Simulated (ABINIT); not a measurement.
# GaAs (F-43m): G0W0 with ABINIT, start to end

Wanted: ground state, empty states, screening and self-energy for GaAs (F-43m).

Calculated with ABINIT 10.8.3; PBE and many-body steps on it, plane waves.

**What was measured.**

- Gap 1.51 eV: band-edge emission energy from PL (direct gap at Gamma); photoluminescence, 633 nm excitation; 77 K; bulk crystal (MBE GaAs matrix around a thin InAs wetting layer on semi-insulating GaAs (100)) (“Photoluminescence of InAs/GaAs quantum dots under direct two-photon excitation”, 2020, pmc:7331710).

- Gap 1.412 ± 0.01 eV: direct gap E0 at Gamma from ellipsometry; variable-angle spectroscopic ellipsometry, parametric critical-point fit; 300 K; bulk crystal (semi-insulating GaAs(001) reference substrate with native oxide) (“Evidence of valence band perturbations in GaAsN/GaAs(001): A combined variable-angle spectroscopic ellipsometry and modulated photoreflectance investigation”, 2008, arxiv:0805.2212).

- Gap 1.42 eV: fundamental direct gap E0 at Gamma, seen as sharp points in Psi and Delta; spectroscopic ellipsometry; 300 K; bulk crystal (semi-insulating GaAs (100) substrate) (“Ellipsometric study of the Electronic Structure of GaMnAs and LT-GaAs”, 2004, arxiv:cond-mat/0404304).

- Gap 1.418 ± 0.005 eV: direct gap E0 at Gamma from PR; modulated photoreflectance, low-field lineshape fit; 300 K; bulk crystal (semi-insulating GaAs(001) reference substrate) (“Evidence of valence band perturbations in GaAsN/GaAs(001): A combined variable-angle spectroscopic ellipsometry and modulated photoreflectance investigation”, 2008, arxiv:0805.2212).

Report form: the programs' logs are mostly left out.

**1. The starting structure**

It takes space group F-43m (No. 216, cubic). Conventional cell: a = 5.654 Å, b = 5.654 Å, c = 5.654 Å, α = 90.00°, β = 90.00°, γ = 90.00°. Nearest to Ga lie 4 As at 2.45 Å. As has 4 Ga at 2.45 Å nearest. Farther neighbours are not listed.

The cell and positions come from the Crystallography Open Database and are kept as given unless a step says otherwise.

**2. Ground state**

This step: ABINIT 10.8.3; DFT, PBE, plane waves, norm-conserving pseudopotentials.

The ground-state density comes first.

File run.abi:

```
acell 3*1.0 Angstrom
rprim 
  0.000000000000 2.826850000000 2.826850000000
  2.826850000000 0.000000000000 2.826850000000
  2.826850000000 2.826850000000 0.000000000000
ntypat 2
znucl 31 33
natom 2
typat 1 2
xred 
  0.000000000000 0.000000000000 0.000000000000
  0.250000000000 0.250000000000 0.250000000000
pp_dirpath "pseudos"
pseudos "Ga.upf, As.upf"
ecut 45
ngkpt 6 6 6
nshiftk 1
shiftk 0 0 0
kptopt 1
chksymbreak 0
nband 27
occopt 1
tolvrs 1e-10
nstep 60
prtwf 0
optforces 0
optstress 0
indata_prefix "in"
outdata_prefix "out"
tmpdata_prefix "tmp"
```

On the command line:

```
OMP_NUM_THREADS=1 mpirun -n 4 abinit run.abi > log
```

The job ended after 25 s (4 MPI ranks of Arm Neoverse V1, shared host; peak memory 0.35 GiB).

This step gave:

```yaml
total_energy: -15063.8764 eV
gap: 0.5078 eV
k_of_the_valence_top: 0, 0, 0
k_of_the_conduction_bottom: 0, 0, 0
least_direct_gap: 0.5078 eV
```

The gap is direct, at Γ.

**3. Bands along the symmetry lines**

The cheap functional maps the bands first; the places of the edges decide which points the dearer methods must see.

File run.abi:

```
acell 3*1.0 Angstrom
rprim 
  0.000000000000 2.826850000000 2.826850000000
  2.826850000000 0.000000000000 2.826850000000
  2.826850000000 2.826850000000 0.000000000000
ntypat 2
znucl 31 33
natom 2
typat 1 2
xred 
  0.000000000000 0.000000000000 0.000000000000
  0.250000000000 0.250000000000 0.250000000000
pp_dirpath "pseudos"
pseudos "Ga.upf, As.upf"
ecut 45
iscf -2
irdden 1
kptopt 0
nkpt 50
kpt 
  0.00000000 0.00000000 0.00000000
  -0.06250000 -0.06250000 0.00000000
  -0.12500000 -0.12500000 0.00000000
  -0.18750000 -0.18750000 0.00000000
  -0.25000000 -0.25000000 0.00000000
  -0.31250000 -0.31250000 0.00000000
  -0.37500000 -0.37500000 0.00000000
  -0.43750000 -0.43750000 0.00000000
  -0.50000000 -0.50000000 0.00000000
  -0.48437500 -0.48437500 0.03125000
  -0.46875000 -0.46875000 0.06250000
  -0.45312500 -0.45312500 0.09375000
  -0.43750000 -0.43750000 0.12500000
  -0.42187500 -0.42187500 0.15625000
  -0.40625000 -0.40625000 0.18750000
  -0.39062500 -0.39062500 0.21875000
  -0.37500000 -0.37500000 0.25000000
  -0.37500000 0.00000000 0.37500000
  -0.32812500 0.00000000 0.32812500
  -0.28125000 0.00000000 0.28125000
  -0.23437500 0.00000000 0.23437500
  -0.18750000 0.00000000 0.18750000
  -0.14062500 0.00000000 0.14062500
  -0.09375000 0.00000000 0.09375000
  -0.04687500 0.00000000 0.04687500
  0.00000000 0.00000000 0.00000000
  0.00000000 0.00000000 0.06250000
  0.00000000 0.00000000 0.12500000
  0.00000000 0.00000000 0.18750000
  0.00000000 0.00000000 0.25000000
  0.00000000 0.00000000 0.31250000
  0.00000000 0.00000000 0.37500000
  0.00000000 0.00000000 0.43750000
  -0.00000000 -0.00000000 0.50000000
  -0.06250000 -0.03125000 0.46875000
  -0.12500000 -0.06250000 0.43750000
  -0.18750000 -0.09375000 0.40625000
  -0.25000000 -0.12500000 0.37500000
  -0.31250000 -0.15625000 0.34375000
  -0.37500000 -0.18750000 0.31250000
  -0.43750000 -0.21875000 0.28125000
  -0.50000000 -0.25000000 0.25000000
  -0.50000000 -0.28125000 0.21875000
  -0.50000000 -0.31250000 0.18750000
  -0.50000000 -0.34375000 0.15625000
  -0.50000000 -0.37500000 0.12500000
  -0.50000000 -0.40625000 0.09375000
  -0.50000000 -0.43750000 0.06250000
  -0.50000000 -0.46875000 0.03125000
  -0.50000000 -0.50000000 0.00000000
istwfk *1
nband 29
nbdbuf 2
tolwfr 1e-08
nstep 40
prtwf 0
prtvol 0
indata_prefix "in"
outdata_prefix "out"
tmpdata_prefix "tmp"
```

Elapsed: 29 s, on 4 MPI ranks; peak memory 0.36 GiB.

Numbers from this step:

```
gap                        : 0.5078 eV
k of the valence top       : 0, 0, 0
k of the conduction bottom : 0, 0, 0
least direct gap           : 0.5078 eV
```

The gap is 0.508 eV, as in the run before at this level.

Electronic bands along the path, in eV, zero at the top of the highest filled band:

```csv
point,band 19,band 20,band 21,band 22,band 23,band 24,band 25,band 26
Γ,-12.73,0.00,0.00,0.00,0.51,3.74,3.74,3.74
halfway,-11.80,-4.09,-1.69,-1.69,1.99,3.27,6.62,6.62
X,-10.23,-6.82,-2.68,-2.68,1.47,1.66,10.18,10.18
halfway,-10.22,-6.77,-3.20,-2.57,1.66,2.57,9.21,9.43
U,-10.27,-6.63,-3.86,-2.26,1.97,4.64,7.96,8.07
jump to K,-10.27,-6.63,-3.86,-2.26,1.97,4.64,7.96,8.07
halfway,-11.72,-4.56,-2.44,-0.68,2.68,4.77,4.81,5.65
Γ,-12.73,0.00,0.00,0.00,0.51,3.74,3.74,3.74
halfway,-12.04,-4.14,-0.68,-0.68,1.45,4.60,4.60,5.96
L,-10.97,-6.64,-1.14,-1.14,1.00,4.65,4.65,7.76
halfway,-10.63,-6.49,-3.22,-1.94,3.03,4.18,6.35,7.70
W,-10.17,-6.63,-3.53,-3.34,4.62,4.73,5.42,6.05
halfway,-10.20,-6.73,-3.14,-3.04,2.56,2.76,8.15,8.36
X,-10.23,-6.82,-2.68,-2.68,1.47,1.66,10.18,10.18
```

**4. Empty states on the mesh, 4×4×4 mesh, 83 bands**

The sums over transitions need many empty states on a uniform mesh; this step solves for them.

File run.abi:

```
acell 3*1.0 Angstrom
rprim 
  0.000000000000 2.826850000000 2.826850000000
  2.826850000000 0.000000000000 2.826850000000
  2.826850000000 2.826850000000 0.000000000000
ntypat 2
znucl 31 33
natom 2
typat 1 2
xred 
  0.000000000000 0.000000000000 0.000000000000
  0.250000000000 0.250000000000 0.250000000000
pp_dirpath "pseudos"
pseudos "Ga.upf, As.upf"
ecut 45
ngkpt 4 4 4
nshiftk 1
shiftk 0 0 0
kptopt 1
chksymbreak 0
iscf -2
irdden 1
istwfk *1
nband 83
nbdbuf 6
tolwfr 1e-09
nstep 60
prtvol 0
indata_prefix "in"
outdata_prefix "out"
tmpdata_prefix "tmp"
```

Run time: 19 s. Hardware: 4 MPI ranks; peak memory 0.32 GiB.

This step gave:

```
gap                                                           : 0.5078 eV
k of the valence top                                          : 0, 0, 0
k of the conduction bottom                                    : 0, 0, 0
least direct gap                                              : 0.5078 eV
k points computed                                             : 8
lowest point of the top converged band, above the valence top : 54.6171 eV
```

On this mesh the gap is 0.508 eV.

**5. Screening, 4×4×4 mesh, 77 bands, screening to 130.6 eV**

The RPA dielectric matrix is built and inverted for each q.

This step: RPA screening on PBE, plane waves, norm-conserving pseudopotentials.

run.abi: that of step 4 with these lines changed.

```diff
@@ -20,10 +20,11 @@
 chksymbreak 0
-iscf -2
-irdden 1
 istwfk *1
-nband 83
-nbdbuf 6
-tolwfr 1e-09
-nstep 60
-prtvol 0
+occopt 1
+irdwfk 1
+optdriver 3
+nband 77
+ecuteps 4.8
+inclvkb 2
+awtr 1
+symchi 1
 indata_prefix "in"
```

Wall time 31 s (4 MPI ranks); peak memory 1 GiB.

This step gave:

```
ε∞ with local fields, on this mesh, along the program's q direction : 140.2
the same without local fields                                       : 149.5
plasma frequency                                                    : 36.65 eV
plane waves in the screening matrix                                 : 169
```

Local fields lower ε∞ by 6 %. The value itself is an artefact of the mesh, where one narrow direct gap carries too much weight.

**6. Self-energy, 4×4×4 mesh, 77 bands, screening to 130.6 eV**

The self-energy is evaluated for the states that the input lists, and the levels follow from it, in one-shot runs by the linearised quasiparticle equation.

This step: G0W0 on PBE, plane waves, norm-conserving pseudopotentials.

run.abi: that of step 5 with these lines changed.

```diff
@@ -23,8 +23,15 @@
 irdwfk 1
-optdriver 3
+optdriver 4
 nband 77
+gwcalctyp 0
+ecutsigx 45
+symsigma 1
+nkptgw 1
+kptgw 
+  0.0000000000 0.0000000000 0.0000000000
+bdgw 
+  20 26
 ecuteps 4.8
-inclvkb 2
-awtr 1
-symchi 1
+irdscr 1
+ppmodel 1
 indata_prefix "in"
```

Elapsed: 5.5 s, on 4 MPI ranks; peak memory 0.72 GiB.

Numbers from this step:

* G0W0 gap on the points computed: 1.161 eV
* starting gap on the mesh: 0.5078 eV
* k of the valence top: 0, 0, 0
* k of the conduction bottom: 0, 0, 0
* Z at the valence top: 0.798
* Z at the conduction bottom: 0.802
* least direct G0W0 gap on the computed points: 1.161 eV

The gap on the mesh goes from 0.51 eV to 1.16 eV, a correction of +0.65 eV.

Limits: finite bands, cutoff and mesh; no spin-orbit coupling; coarse k mesh. v1 is the top filled band, c1 the lowest empty one. Levels before and after the correction, in eV, zero at the valence-band top of each column:

```csv
,conduction bottom,valence top
Kohn-Sham,0.51,0.00
G0W0,1.16,0.00
```

```csv
,level,energy (eV)
Kohn-Sham,Γ v3-v1,0.000
Kohn-Sham,Γ c1,0.508
Kohn-Sham,Γ c2-c4,3.737
G0W0,Γ v3-v1,0.000
G0W0,Γ c1,1.161
G0W0,Γ c2-c4,4.240
```

**7. Where the time went**

Times are wall times on 4 MPI ranks of Arm Neoverse V1, shared host, good to a factor of about two.

```csv
step,time,share,memory (GiB)
ground state,25 s,23 %,0.35
bands along the symmetry lines,29 s,26 %,0.36
empty states on the mesh,19 s,18 %,0.32
screening,31 s,28 %,1
self-energy,5.5 s,5 %,0.72
```

**8. Results**

```json
{"PBE gap": "0.51 eV, direct", "G0W0 gap on the mesh": "1.16 eV", "GW settings": "4×4×4 mesh, 77 bands, screening to 130.6 eV, Godby-Needs plasmon pole", "known limits": "not at the basis limit; screening runs away on this mesh; no spin-orbit coupling; coarse k mesh"}
```

G0W0 moves the gap on the mesh from 0.51 eV to 1.16 eV (+0.65 eV), with Z of 0.80 and 0.80 at the edges. Local fields lower the RPA ε∞ on this mesh from 149.55 to 140.21; a Γ-centred mesh this coarse tends to raise both, most where the direct gap is narrow, while a short band sum lowers them. Only 1 of the mesh's irreducible points was corrected, so a valley elsewhere could overtake. Against experiment, by G0W0@PBE: the direct gap of 1.16 eV lies −0.35 eV from the measured 1.51 eV (exciton, 77 K, 2020); the direct gap of 1.16 eV lies −0.25 eV from the measured 1.412 ± 0.01 eV (direct, 300 K, 2008); the direct gap of 1.16 eV lies −0.26 eV from the measured 1.42 eV (direct, 300 K, 2004); the direct gap of 1.16 eV lies −0.26 eV from the measured 1.418 ± 0.005 eV (direct, 300 K, 2008). An exciton line or allowed optical edge lies below the quasiparticle gap by the binding energy; a forbidden edge can push the onset above it. The calculation has static nuclei and no excitons; a measured gap holds zero-point and thermal motion, which mostly lowers it. Bands and cutoff are finite, so the gap is not at the basis limit. The miss can reach some tenths of an eV and take either sign; the mesh is an error of its own. In the G0W0 run levels were corrected at 1 k point alone, so a gap called «on the mesh» is the least over those, and an edge elsewhere would be missed. The 4×4×4 mesh is coarse for this cell, which bears on the long-range parts of exchange and screening. On this mesh the RPA ε∞ passes 90, more than nearly any semiconductor shows; a coarse mesh does this where one point with a narrow direct gap carries much weight. The screening is then too strong, and the G0W0 gap should not be taken as the material's. The many-body steps are scalar-relativistic: spin-orbit coupling is not in them.

[Paths, hosts, dates, memory and timing lines, banners, echoed tables and standing remarks are left out of the program output.]

[Logs are printed without paths, hosts, clocks, repeated set-up lines and the standing remarks that a program may print on its own settings, such as how far it seeks lower states.]

[Runs of the session that timed out or met a known fault of the program may be left out.]

[Hosts, paths, dates, database ids (printed as entryN), source tags and the programs' standing remarks are cut or masked in the printed files.]

[G0W0 gaps are taken among the corrected bands and points alone; a level outside them can change the order at an edge.]

[Where Ansatz stands beside ABINIT at settings called matched, ABINIT's density can come from a denser mesh and the files from another edition; pairs whose starting gaps differed by over 0.03 eV were left out, so agreement reads better than it is.]
